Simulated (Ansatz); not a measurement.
# Hf4MgRu, from a guessed structure to a relaxed one, part 2 of 2

This structure for Hf4MgRu is made up. Its elements were placed in a known structure type with a cell scaled to their sizes. What cell does the guess relax to, and how far off was it?

Ansatz 0.2.0; DFT, r2SCAN, plane-wave PAW, files of the set soft_1, scalar-relativistic, no spin, cell and ions relaxed at zero pressure; PAW set soft_1 (the session's first sound run).

So far: Set-up; Relaxing cell and atoms. The relaxed cell has a = 6.697, c = 5.389 Å (conventional setting).

### Step 3. Bands of the relaxed cell

With the geometry fixed, one more self-consistent run, with a narrower smearing and the mesh shown in its input, gives the bands, and its pressure, and its forces where symmetry allows any, show how far the geometry depends on these settings.

This step: DFT, r2SCAN, plane-wave PAW, files of the set soft_1, scalar-relativistic, no spin, bands and density of states at the relaxed cell; PAW set soft_1 (Ansatz 0.2.0).

File input.yaml:

```yaml
crystal:
  lattice:
    - [-3.3484412985, 3.3484412985, 2.6944616028]
    - [3.3484412985, -3.3484412985, 2.6944616028]
    - [3.3484412985, 3.3484412985, -2.6944616028]
  atoms:
    - { symbol: Hf, position: [0.9102830654, 0.0897169346, 0.5] }
    - { symbol: Hf, position: [0.5897169346, 0.4102830654, 0.5] }
    - { symbol: Hf, position: [0.0897169346, 0.5897169346, 0.1794338693] }
    - { symbol: Hf, position: [0.4102830654, 0.9102830654, 0.8205661307] }
    - { symbol: Ru, position: [0.0, 0.0, 0.0] }
    - { symbol: Mg, position: [0.5, 0.5, 0.0] }
kpoints:
  mp_grid: { grid: [8, 8, 8] }
  band_path:
    path:
      - [[0.0, 0.0, 0.0], [0.0, 0.0, 0.5], [-0.5, 0.5, 0.5], [0.0, 0.0, 0.0], [0.41188202, 0.41188202, -0.41188202], [0.25, 0.25, 0.25], [0.0, 0.5, 0.0], [-0.41188202, 0.58811798, 0.41188202], [-0.5, 0.5, 0.5]]
      - [[0.0, 0.0, 0.5], [0.25, 0.25, 0.25]]
    npoints: 8
scf:
  occupations: { method: fermi_dirac, width: 0.03 }
  n_extra_bands: 10
hamiltonian:
  xc: r2scan
  pseudopotentials: { kind: paw, azcp: { folder: soft_1 } }
output:
  forces: true
  stress: true
  write_bands: true
  dos: { projected: true }
  write_density: true
  write_potential: true
  elf: true
  volumetric_format: npy
```

On the command line:

```sh
ansatz run input.yaml --threads 4 --pin off --max-ram 10240MiB --backend cpu --events-out ev --progress --plain --runs-dir out
```

Numbers of over 12 decimals in the logs are rounded to 6 here.

What it wrote:

```text
[...]
Crystal: 6 atoms, lattice volume = 120.842 Å³
Basis set: ecut = 500 eV, 3049 PW (Γ), exchange–correlation on 160×160×160 points (64 copies of the dense FFT grid, shifted against one another)
Bands: 75, of which v1, the nominal top of the filled ones, is band 65 counted from 1 (64 counted from 0)
Symmetry: 8 space group operations
[...]
k-points: 59 of 512 (time reversal used)
[...]
SCF iter   1: F=—  HF=-70765.618292 eV  |F-HF|=—  |Δ(HF+E_count)|=         —  Δρ=2.21e-1  dr2=1.42e2  dr2_τ=4.58e0  ethr=3.10e-3  ⟨swp⟩=5.9  Hψ=13337  notcnv=0
[...]
SCF iter  11: F=-70751.900616 eV  HF=-70751.900616 eV  |F-HF|=1.29e-8  |Δ(HF+E_count)|=   1.22e-7  Δρ=5.39e-6  dr2=3.95e-8  dr2_τ=3.13e-9  ethr=7.69e-11  ⟨swp⟩=16.8  Hψ=42542  notcnv=0
SCF 1 converged in 11 iterations: F = -70751.900616 eV  dr2 = 3.95e-8
  Residual-converged pass: ⟨swp⟩=1.0  Hψ=4715  notcnv=0  max |occ|·‖R‖ = 7.1e-9 eV (tolerance 1.0e-8 eV)  dr2=3.95e-8  dr2_τ=3.13e-9  dr2_onsite=9.12e-9  max |Δocc| = 1.5e-12
[...]
NSCF: frozen V_eff on 74 k-points
SCF converged after 11 iterations
Free energy (F): -70751.900616 eV
[...]
Internal energy: -70751.877502 eV  (E = F + TS)
E sigma→0 (E₀):  -70751.889059 eV
Entropy (-TS):   -0.023115 eV (-3.852 meV/atom)
Fermi energy:    16.726965 eV
[...]
--- Forces (eV/Å), atoms counted from 1 ---
  atom   1  Hf    -0.00975140     0.00975140     0.00000000
  atom   2  Hf     0.00975140    -0.00975140     0.00000000
  atom   3  Hf    -0.00975140    -0.00975140    -0.00000000
  atom   4  Hf     0.00975140     0.00975140    -0.00000000
  atom   5  Ru    -0.00000000     0.00000000     0.00000000
  atom   6  Mg     0.00000000     0.00000000     0.00000000
  max |Σ_I F_I| component: 3.64e-17 eV/Å
--- Stress (GPa, compression-positive) ---
       -0.038068       0.000000       0.000000
        0.000000      -0.038068      -0.000000
        0.000000      -0.000000      -0.089101
  P = ⅓ Tr σ = -0.0551 GPa (-0.551 kbar)
--- Band table (eV; the first three rows and the last of 59) ---
  k-point 0: bands = [... 61 lower, 16.0173, 16.3844, 16.3844, 16.7551, 16.8424, 17.3131, 17.3131, 17.4233, ... 6 higher]
  k-point 1: bands = [... 61 lower, 16.1778, 16.4289, 16.5096, 16.7353, 16.8494, 17.1252, 17.2767, 17.4799, ... 6 higher]
  k-point 2: bands = [... 61 lower, 16.1678, 16.4619, 16.5322, 16.5744, 16.9126, 16.9903, 17.2898, 17.4561, ... 6 higher]
  k-point 58: bands = [... 61 lower, 15.4931, 16.2369, 16.3637, 16.3637, 17.1771, 17.3824, 17.4893, 17.5900, ... 6 higher]
```

It took 33 s on 4 threads of INTEL XEON PLATINUM 8581C at 2.10GHz (Emerald Rapids), shared host; peak memory 1.3 GiB.

In the SCF lines HF is the Harris–Foulkes energy and dr2 the Hartree energy of the density residual, in eV; the loop may stop once dr2 is under the threshold and the program's other checks hold. Hψ counts applications of the Hamiltonian.

Numbers from this step:

* free energy: -70751.9006 eV
* energy at zero smearing: -70751.8891 eV
* smearing term TS: 0.02311 eV
* pressure: -0.05508 GPa

From bands.tsv, the bands that come nearest the Fermi level along the path, at its corners, in eV from the Fermi level:

| point | band 62 | band 63 | band 64 | band 65 | band 66 | band 67 | band 68 | band 69 |
| --- | --- | --- | --- | --- | --- | --- | --- | --- |
| Γ | -0.71 | -0.34 | -0.34 | 0.03 | 0.12 | 0.59 | 0.59 | 0.70 |
| X | -0.87 | -0.72 | -0.41 | -0.32 | 0.02 | 0.48 | 0.67 | 0.76 |
| M | -1.23 | -0.49 | -0.36 | -0.36 | 0.45 | 0.66 | 0.76 | 0.86 |
| Γ | -0.71 | -0.34 | -0.34 | 0.03 | 0.12 | 0.59 | 0.59 | 0.70 |
| Z | -1.37 | -0.60 | -0.34 | -0.23 | 0.21 | 0.74 | 1.03 | 1.27 |
| P | -0.21 | -0.17 | -0.17 | 0.27 | 0.36 | 0.36 | 0.44 | 1.25 |
| N | -0.96 | -0.46 | -0.33 | 0.05 | 0.35 | 0.52 | 0.86 | 1.17 |
| Z1 | -1.37 | -0.60 | -0.34 | -0.23 | 0.21 | 0.74 | 1.03 | 1.27 |
| M | -1.23 | -0.49 | -0.36 | -0.36 | 0.45 | 0.66 | 0.76 | 0.86 |
| X | -0.87 | -0.72 | -0.41 | -0.32 | 0.02 | 0.48 | 0.67 | 0.76 |
| P | -0.21 | -0.17 | -0.17 | 0.27 | 0.36 | 0.36 | 0.44 | 1.25 |

States per cell as run, both spins, in windows of 1 eV, from dos.tsv (zero at the Fermi level):

| from | to | total |
| --- | --- | --- |
| -8 | -7 | 0.12 |
| -7 | -6 | 0.54 |
| -6 | -5 | 1.00 |
| -5 | -4 | 1.67 |
| -4 | -3 | 4.93 |
| -3 | -2 | 6.40 |
| -2 | -1 | 3.92 |
| -1 | 0 | 7.53 |
| 0 | 1 | 6.22 |
| 1 | 2 | 3.28 |
| 2 | 3 | 4.55 |

A further 104.0 states lie below the table's range.

Electrostatic potential energy in the ac plane of the conventional cell at fractional y = 0.000, with atoms of Ru and Mg within 0.2 Å of it. With pseudopotentials it is smooth inside the atoms' cores, unlike the true potential.

Ten even steps from '0' (-61 eV) to '9' (19 eV), each cell a mean:
```
0169999999999999830
2589999999999999963
7899998899998899998
9999988899988899999
9999998899998899999
5799999999999999986
0389999999999999961
0279999999999999850
2589999999999999973
7899999999999999998
9999988899988899999
9999988899988899999
5799999999999999986
0279999999999999851
0059999999999999720
```
Columns run along a (6.7 Å; values clipped at the 3rd and 97th percentile), rows up along c (5.4 Å), edges of the conventional cell, whose origin can differ from the input's. Atoms in or near the plane, at fractional coordinates: Ru at (0.00, 0.00), Mg at (0.00, 0.50).

Valence density in the ac plane of the conventional cell at fractional y = 0.000, with atoms of Ru and Mg within 0.2 Å of it. It is the smooth field of the valence electrons, not physical close to the nuclei.

Ten steps, logarithmic in the rise over the least value, from '0' (0 e/Å³) to '9' (24 e/Å³), each cell a mean:
```
8641000000000000257
6521000000000000135
2210000000000000012
0000001100001100000
0000001000001000000
4100000000000000003
9600000000000000038
9710000000000000049
7400000000000000026
1000000000000000001
0000001100001100000
1100001100001100011
4310000000000000124
7631000000000000256
8741000000000001368
```
Columns run along a (6.7 Å), rows up along c (5.4 Å), edges of the conventional cell, whose origin can differ from the input's. Atoms in or near the plane, at fractional coordinates: Ru at (0.00, 0.00), Mg at (0.00, 0.50).

ELF in the ac plane of the conventional cell at fractional y = 0.000, with atoms of Ru and Mg within 0.2 Å of it. It is the smooth field of the valence electrons, not physical close to the nuclei.

Ten even steps from '_' (0.12) to '@' (0.59), each cell a mean:
```
@@@@**--++++----**%%%%++--==**====%%@@
%%##======..__..--++==..__..--====**%%
----====..________....________--++==--
--++**==____....________..____::****==
..--**++..____............____--**==::
..__..++==::..::--++==::::::--++--__..
::--__++%%**++**##%%%%**++**####....--
__--__==@@%%####@@@@@@%%####@@##..::::
--::__++**==--==++##**==----++**::__--
____--++::......::--::........==++..__
--++##++__________..____..____::****==
--==++==..________..__________--++++--
++++====--______..--::______..======++
@@@@++==++--..::==##**--..::======##@@
%%@@**--****==++##@@@@**==++**====%%@@
```
Columns run along a (6.7 Å), rows up along c (5.4 Å), edges of the conventional cell, whose origin can differ from the input's. Atoms in or near the plane, at fractional coordinates: Ru at (0.00, 0.00), Mg at (0.00, 0.50).

### Step 4. Summary of results

```json
{
  "space group, relaxed": "I422",
  "conventional cell": "a = 6.697, b = 6.697, c = 5.389 Å; α = 90.0°, β = 90.0°, γ = 90.0°",
  "volume per atom": "20.14 Å³ (guess 20.43)"
}
```

Hf4MgRu relaxes to I422 with a = 6.697, b = 6.697 and c = 5.389 Å. The guessed volume was near the relaxed one. The space group I422 was held in the relaxation, so the end point is a stationary structure within it and may be a saddle against distortions or other arrangements. Bands cross the Fermi level, so it is a metal or semimetal at this level. On the 8×8×8 mesh with the narrower smearing (relaxed on 6×6×6) the largest force component is 0.010 eV/Å and the largest stress component is 0.089 GPa, against the relaxation's thresholds of 0.015 eV/Å and 0.05 GPa. The cutoff wasn't tested. Spin-orbit coupling is left out, which can matter for elements this heavy. No dispersion term is used, so weakly bound directions may come out too long. The runs have no spin, and magnetism wasn't tested. Nothing here tests whether the compound is stable against decomposition.

[Logs are printed without paths, hosts, clocks, repeated set-up lines and the standing remarks that a program may print on its own settings, such as how far it seeks lower states.]

[Hosts, paths, dates, database ids (printed as entryN), source tags and the programs' standing remarks are cut or masked in the printed files.]
